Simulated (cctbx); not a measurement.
## Lattice, Laue class and space group of a new crystal

Cell: a = 8.1650 Å, b = 4.9000 Å, c = 8.8120 Å, α = 90.00°, β = 90.00°, γ = 90.00°. Expected content of the cell: Fe28 Cr2 V2.

The data are simulated with cctbx, not measured: Mo Kα, λ = 0.71073 Å, to d = 0.8 Å, 95 % of the full sphere, strongest reflection 40000 counts, noise from counting, a 4 % proportional error and a noise floor of 2 counts (s.d.); no absorption.

A first pass over the reflections prints:

```text
2723 reflections to d = 0.801 A
centring   violations  <I/sigma> of those
    A          0 of  1365     -0.0
    B        332 of  1342      2.1
    C        332 of  1359      2.0
    I        392 of  1357      2.4
    R        519 of  1804      3.0
    F        332 of  2033      1.3
Laue class    unique    Rint  (classes that these axes allow; Friedel mates merged)
A 1 2/m 1         407   0.030
A 1 1 2/m         387   0.029
A m m m           233   0.031
space group    extra absences  I>4sigma  <I/sigma>
A 2 2 2                 0          0         -  acentric
A 2 m m                 0          0         -  acentric
A m m 2                 0          0         -  acentric
A m 2 m                 0          0         -  acentric
A m m m                 0          0         -  centric
Wilson B = 2.08 A^2   <|E^2-1|> = 1.590 (0.968 centric, 0.736 acentric)   E^2>4: 7.9 %
shell (A)         n   <I/sigma>
 8.17 - 1.60     36     12.1
 1.60 - 1.27     29     12.1
 1.27 - 1.11     32     17.0
 1.11 - 1.01     24     20.5
 1.01 - 0.94     30     11.7
 0.94 - 0.88     26     11.4
 0.88 - 0.84     27     12.0
 0.84 - 0.80     29     16.1
```

**Question.** What are the lattice type, the Laue class and the likely space group?

The reflections that A centring forbids are absent (⟨I/σ⟩ near 0), so the lattice is A.

Rint stays low (0.029 to 0.031) up to A m m m, the highest class in these axes.

5 settings pass the absence test. No glide or screw absences show, which leaves A 2 2 2, A 2 m m, A m m 2, A m 2 m and A m m m.

⟨|E²−1|⟩ = 1.590 is above even the centric ideal, a mark of pseudo-translation (a class of systematically weak reflections). It says nothing here on a centre of symmetry. The Wilson B of 2.08 Å² means U ≈ 0.0263 Å².

The true group is Amm2 (no. 38), Laue class mmm, non-centrosymmetric. The tables only narrow the choice to the tied entries; cell content, site symmetry and trial solutions must settle it.

The model was made for the exercise: a known structure type with other elements put in, its volume estimated, not relaxed; displacement parameters are assumed.

[Logs are printed without paths, hosts, clocks, repeated set-up lines and the standing remarks that a program may print on its own settings, such as how far it seeks lower states.]
